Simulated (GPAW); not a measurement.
Consider Rh (Rhodium, Fm-3m).

```xyz
1
Lattice="0.0000 1.8979 1.8979 1.8979 0.0000 1.8979 1.8979 1.8979 0.0000" Properties=species:S:1:pos:R:3 pbc="T T T"
Rh    0.0000    0.0000    0.0000
```

Absorber: atom 1, with 12 Rh at 2.68 Å (cuboctahedral, site symmetry m-3m). Method: GPAW, PBE, excited-electron core hole (neutral cell), 16-atom cell with 6.6 Å between holes, 5×5×5 k points, dipole transitions, Gaussian full width 2.13 eV up to 4 eV, rising linearly to 3.5 eV at 25 eV.

The database entry behind the starting cell differs from later determinations by our own check (an axis about 0.2 % short against later determinations), so it need not match the best structure at ambient conditions.

**Question.** What does the Rh L₃ edge look like?

Main maxima up to 30 eV above the zero (height): 0.4 eV (2.71), 15.4 eV (1.23), 22.4 eV (0.93) and 29.2 eV (1.16). At an L edge the dipole rule selects empty d (and weakly s) states on the absorber, and the strong line at the onset measures the empty part of its d band. 

The Rh L₃ spectrum (energy from the lowest empty level; intensity scaled to a mean of 1 over the first 20 eV):

```
E (eV)  intensity
  -2.0       0.09
  -1.5       0.33
  -1.0       0.84
  -0.5       1.63
   0.0       2.41
   0.5       2.71
   1.0       2.43
   1.5       1.81
   2.0       1.26
   2.5       0.96
   3.0       0.82
   3.5       0.75
   4.0       0.71
   4.5       0.68
   5.0       0.64
   5.5       0.59
   6.0       0.55
   6.5       0.52
   7.0       0.52
   7.5       0.56
   8.0       0.63
   8.5       0.73
   9.0       0.79
   9.5       0.80
  10.0       0.79
  10.5       0.79
  11.0       0.83
  11.5       0.90
  12.0       1.00
  12.5       1.10
  13.0       1.17
  13.5       1.20
  14.0       1.22
  14.5       1.22
  15.0       1.23
  15.5       1.23
  16.0       1.22
  16.5       1.17
  17.0       1.10
  17.5       1.01
  18.0       0.89
  18.5       0.78
  19.0       0.69
  19.5       0.64
  20.0       0.63
  20.5       0.68
  21.0       0.76
  21.5       0.84
  22.0       0.91
  22.5       0.93
  23.0       0.90
  23.5       0.84
  24.0       0.76
  24.5       0.68
  25.0       0.64
  25.5       0.64
  26.0       0.68
  26.5       0.76
  27.0       0.85
  27.5       0.96
  28.0       1.05
  28.5       1.12
  29.0       1.16
  29.5       1.16
  30.0       1.12
  30.5       1.06
  31.0       0.97
  31.5       0.88
  32.0       0.78
```

Only the L₃ part is meant: spin–orbit coupling of the core level isn't computed and the L₂ copy isn't added. The script folds with a Gaussian, whereas the core hole's own line is a Lorentzian, so the onset is too steep and the first peak too high. The structure is a published determination, not relaxed.

[Banner, clock and machine lines of the logs are left out without a mark of their own.]

[Logs are printed without paths, hosts, clocks, repeated set-up lines and the standing remarks that a program may print on its own settings, such as how far it seeks lower states.]

[Hosts, paths, dates, database ids (printed as entryN), source tags and the programs' standing remarks are cut or masked in the printed files.]

[Lists of maxima count a maximum above −3 eV only where it reaches 4 % of the highest in the window and stands out from its surroundings by 2 % of it (1.5 % where it reaches 55 %); shoulders and weaker maxima are passed over, and of the rest the first, up to two pre-edge ones and the few strongest are named.]
